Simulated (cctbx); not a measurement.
# Symmetry from intensities

Cell: a = 9.5200 Å, b = 9.5200 Å, c = 5.9680 Å, α = 90.00°, β = 90.00°, γ = 120.00°. Expected content of the cell: Tb6 Co2 S14 B2.

Simulated single-crystal data (cctbx): synchrotron X-rays, λ = 0.6889 Å, to d = 0.6 Å, 70 % of the full sphere, strongest reflection 20000 counts, noise from counting, a 1.5 % proportional error and a noise floor of 4 counts (s.d.); no absorption.

Tests on the unmerged data give:

```text
6422 reflections to d = 0.600 A
centring   violations  <I/sigma> of those
    A       3074 of  3175     23.8
    B       3099 of  3206     23.8
    C       3127 of  3225     23.9
    I       3077 of  3183     23.7
    R       4164 of  4288     23.8
    F       4650 of  4803     23.8
Laue class    unique    Rint  (classes that these axes allow; Friedel mates merged)
P -1             4157   0.022
P 1 1 2/m        2395   0.023
P -3             1517   0.025
P -3 1 m          825   0.196
P -3 m 1          867   0.196
P 6/m             819   0.026
P 6/m m m         497   0.199
space group    extra absences  I>4sigma  <I/sigma>
P 6                     0          0         -  acentric
P 63                    8          0      -0.2  acentric
P -6                    0          0         -  acentric
P 6/m                   0          0         -  centric
P 63/m                  8          0      -0.2  centric
Wilson B = 0.71 A^2   <|E^2-1|> = 0.682 (0.968 centric, 0.736 acentric)   E^2>4: 0.5 %
shell (A)         n   <I/sigma>
 8.25 - 1.20    111     84.9
 1.20 - 0.95    106     67.8
 0.95 - 0.83    103     60.2
 0.83 - 0.76     98     57.0
 0.76 - 0.70    100     51.3
 0.70 - 0.66    100     51.2
 0.66 - 0.63    104     43.8
 0.63 - 0.60     97     41.2
```

**Question.** What are the lattice type, the Laue class and the likely space group?

Every centring test has many violations, so the lattice is primitive.

Rint stays low (0.022 to 0.026) up to P 6/m and is 0.196 or more in the other classes.

5 settings pass the absence test. The most absences obeyed, 8, belong to P 63 and P 63/m, which absences can't tell apart.

⟨|E²−1|⟩ = 0.682 leans to a non-centrosymmetric structure. The Wilson B of 0.71 Å² means U ≈ 0.0090 Å².

The true group is P6_3 (no. 173), Laue class 6/m, non-centrosymmetric. The tables only narrow the choice to the tied entries; cell content, site symmetry and trial solutions must settle it.

The crystal is twinned by the law (-1 1 0 0 1 0 0 0 -1) with a minor fraction of 0.3; Rint in the higher class falls towards the noise as the fraction nears 1/2.

This is a model crystal, built by substitution and not relaxed, with assumed displacement parameters.

[Logs are printed without paths, hosts, clocks, repeated set-up lines and the standing remarks that a program may print on its own settings, such as how far it seeks lower states.]
